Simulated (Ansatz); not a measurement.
# The perfect Ge wire along [110], 6 atoms a period, H-terminated, part 3 of 3

Aim: is the Ge wire along [110], 6 atoms a period, H-terminated a metal or a semiconductor?

Ansatz 0.2.0; DFT PBE, plane waves, PAW; relaxation of a wire's period; PAW set soft_1 (the session's first sound run).

So far, band gap (eV): step 3 (bands of the perfect wire, PBE) 2.29; step 4 (levels at the same atoms, cutoff 500 eV, k-mesh 1×1×15, r2SCAN PBE) 2.58; step 5 (levels at the same atoms, level HSE06, cutoff 420 eV, HSE06 PBE) 3.08; step 6 (with spin-orbit coupling, k-mesh 1×1×12, PBE spin-orbit) 2.28.

## (8) At a strained period, period over the relaxed period 1.03 (continued)

Level of this step: DFT PBE, plane waves, PAW; relaxation at a fixed period; PAW set soft_1 (Ansatz).

Relaxation path:

```tsv
step	energy less that of the first step (eV)	largest force component (eV/Å)
1	0.0000	0.3924
2	-0.0234	0.1558
3	-0.0298	0.0159
4	-0.0298	0.0159
```

The run keeps the 8 symmetry operations that it works with, so distortions that break them were not tested.

The atoms that moved most (Å):

```tsv
atom	dx	dy	dz	length
H12	-0.019	0.000	-0.030	0.036
H4	-0.019	0.000	0.030	0.036
H11	0.019	0.000	0.030	0.036
H5	0.019	0.000	-0.030	0.036
Ge6	-0.017	-0.001	0.000	0.018
Ge14	0.017	-0.001	0.000	0.018
Ge7	-0.017	0.001	0.000	0.018
Ge3	0.017	0.001	0.000	0.018
```

Final coordinates:

```xyz
14
Lattice="12.9210 0.0000 0.0000 0.0000 13.4200 0.0000 0.0000 0.0000 4.3329" Properties=species:S:1:pos:R:3
H     4.8933    9.9696    0.0000
H     4.8933    3.4508    0.0000
Ge    5.8040    4.7114    0.0000
H     9.4615    6.7102    0.9288
H     3.4599    6.7102    1.2376
Ge    7.1173    8.7090    2.1665
Ge    7.1173    4.7114    2.1665
H     8.0280    9.9696    2.1665
H     8.0280    3.4508    2.1665
Ge    8.5402    6.7102    2.1665
H     3.4599    6.7102    3.0953
H     9.4615    6.7102    3.4041
Ge    4.3811    6.7102    0.0000
Ge    5.8040    8.7090    0.0000
```

Numbers from this step:

| Item | Value |
| --- | --- |
| band gap | 2.135 eV |

Electronic bands along the path, in eV, zero at the Fermi level:

```tsv
point	band 43	band 44	band 45	band 46	band 47	band 48	band 49	band 50
Γ	-1.69	-1.53	-1.25	-1.05	1.08	1.09	2.88	3.19
halfway	-2.28	-1.70	-1.65	-1.51	2.97	3.33	3.35	3.44
Z	-1.97	-1.97	-1.82	-1.82	2.97	2.97	3.45	3.45
```

The gap is 2.13 eV, against 2.29 eV under PBE at the relaxed period.

## (9) At a strained period, period over the relaxed period 1.06

The period is set to 1.06 times the relaxed one and the atoms relax within it: strain changes bond lengths and angles, which shifts the bands against each other. Against the first PBE run of this kind, the mesh along the wire has 14 points against 20.

The cell differs from the one that the last finished run ended in (c 4.333 → 4.459 Å).

Contents of input.yaml:

```yaml
crystal:
  lattice:
    - [12.921, 0.0, 0.0]
    - [0.0, 13.42, 0.0]
    - [0.0, 0.0, 4.4591115748]
  atoms:
    - { symbol: H, position: [0.377934152, 0.743335409, 0.0] }
    - { symbol: H, position: [0.377934152, 0.256694724, 0.0] }
    - { symbol: Ge, position: [0.447838385, 0.35096875, 0.0] }
    - { symbol: H, position: [0.733710936, 0.500015067, 0.207407317] }
    - { symbol: H, position: [0.266314824, 0.500015067, 0.292592683] }
    - { symbol: Ge, position: [0.552187375, 0.649061384, 0.5] }
    - { symbol: Ge, position: [0.552187375, 0.35096875, 0.5] }
    - { symbol: H, position: [0.622091608, 0.743335409, 0.5] }
    - { symbol: H, position: [0.622091608, 0.256694724, 0.5] }
    - { symbol: Ge, position: [0.662027475, 0.500015067, 0.5] }
    - { symbol: H, position: [0.266314824, 0.500015067, 0.707407317] }
    - { symbol: H, position: [0.733710936, 0.500015067, 0.792592683] }
    - { symbol: Ge, position: [0.337998285, 0.500015067, 0.0] }
    - { symbol: Ge, position: [0.447838385, 0.649061384, 0.0] }
kpoints:
  mp_grid: { grid: [1, 1, 14] }
  band_path: { path: ["Γ", Z], npoints: 90 }
scf:
  occupations: { method: fermi_dirac, width: 0.05 }
hamiltonian:
  xc: pbe
  pseudopotentials: { kind: paw, azcp: { folder: soft_1 } }
relax:
  max_steps: 40
  f_tol: 0.02
output:
  stress: true
```

Started as:

```sh
$ ansatz run input.yaml --threads 4 --pin off --max-ram 16384MiB --backend cpu --events-out ev --progress --plain --runs-dir out
```

Numbers of over 12 decimals in the logs are rounded to 6 here.

The program printed:

```text
[...]
Crystal: 14 atoms, lattice volume = 773.209 Å³
Basis set: ecut = 420 eV, 15133 PW (Γ), exchange–correlation on 180×180×60 points (8 copies of the dense FFT grid, shifted against one another)
Bands: 60, of which v1, the nominal top of the filled ones, is band 46 counted from 1 (45 counted from 0)
Symmetry: 8 space group operations
[...]
- { symbol: Ge, position: [0.549743, 0.350585, 0.5] }
    - { symbol: H, position: [0.620470, 0.743301, 0.5] }
    - { symbol: H, position: [0.620470, 0.256729, 0.5] }
    - { symbol: Ge, position: [0.659380, 0.500015, 0.5] }
    - { symbol: H, position: [0.269832, 0.500015, 0.720966] }
    - { symbol: H, position: [0.730193, 0.500015, 0.779034] }
    - { symbol: Ge, position: [0.340646, 0.500015, 0] }
    - { symbol: Ge, position: [0.450283, 0.649445, 0] }
[key lines of the parts left out:]
SCF converged after 6 iterations
Free energy (F): -25894.751072 eV
Fermi energy:    -2.568339 eV
P = ⅓ Tr σ = -0.4112 GPa (-4.112 kbar)
```

It took 82 s on 4 threads of Arm Neoverse N1, shared host; peak memory 2.5 GiB; 5.2 min of CPU time.

Relaxation path:

```tsv
step	energy less that of the first step (eV)	largest force component (eV/Å)
1	0.0000	0.7135
2	-0.0706	0.4037
3	-0.1106	0.0480
4	-0.1112	0.0154
```

Forces are held to the 8 operations that the run works with; a distortion that breaks them can't arise in this run.

The atoms that moved most (Å):

```tsv
atom	dx	dy	dz	length
H12	-0.045	0.000	-0.060	0.076
H4	-0.045	0.000	0.060	0.076
H11	0.045	0.000	0.060	0.076
H5	0.045	0.000	-0.060	0.076
Ge10	-0.034	0.000	0.000	0.034
Ge13	0.034	0.000	0.000	0.034
Ge3	0.032	-0.005	0.000	0.032
Ge7	-0.032	-0.005	0.000	0.032
```

Final coordinates:

```xyz
14
Lattice="12.9210 0.0000 0.0000 0.0000 13.4200 0.0000 0.0000 0.0000 4.4591" Properties=species:S:1:pos:R:3
H     4.9042    9.9751    0.0000
H     4.9042    3.4453    0.0000
Ge    5.8181    4.7048    0.0000
H     9.4348    6.7102    0.9853
H     3.4865    6.7102    1.2442
Ge    7.1032    8.7156    2.2296
Ge    7.1032    4.7048    2.2296
H     8.0171    9.9751    2.2296
H     8.0171    3.4453    2.2296
Ge    8.5198    6.7102    2.2296
H     3.4865    6.7102    3.2149
H     9.4348    6.7102    3.4738
Ge    4.4015    6.7102    0.0000
Ge    5.8181    8.7156    0.0000
```

Numbers from this step:

```yaml
band_gap: 1.972 eV
```

The electronic bands at the labelled points (eV, zero at the Fermi level):

```tsv
point	band 43	band 44	band 45	band 46	band 47	band 48	band 49	band 50
Γ	-1.40	-1.25	-1.16	-0.98	0.99	1.03	3.13	3.40
halfway	-1.99	-1.50	-1.39	-1.27	3.19	3.25	3.36	3.56
Z	-1.71	-1.71	-1.60	-1.60	3.23	3.23	3.67	3.67
```

The gap is 1.97 eV, against 2.29 eV under PBE at the relaxed period.

## (10) What came out

- cell length, PBE: 4.207 Å
- gap, PBE: 2.29 eV
- gap, r2SCAN: 2.58 eV
- gap, HSE06: 3.08 eV
- gap, with spin-orbit coupling: 2.28 eV
- gap, period scaled by 1.03: 2.13 eV
- gap, period scaled by 1.06: 1.97 eV

What this shows: Under PBE the cell's length is 4.21 Å, and a gap of 2.29 eV makes it a semiconductor. At the relaxed period the wire is gapped under every functional, from 2.29 eV (PBE) to 3.08 eV (HSE06). Weak screening in one dimension makes quasiparticle gaps larger than the semilocal gaps, as a rule. Strain matters: under PBE the gap goes from 2.29 eV to 2.13 eV at 1.03 times the period and 1.97 eV at 1.06 times the period. A hybrid's gap is read on a coarse mesh, without a band path.

[Logs are printed without paths, hosts, clocks, repeated set-up lines and the standing remarks that a program may print on its own settings, such as how far it seeks lower states.]

[Hosts, paths, dates, database ids (printed as entryN), source tags and the programs' standing remarks are cut or masked in the printed files.]
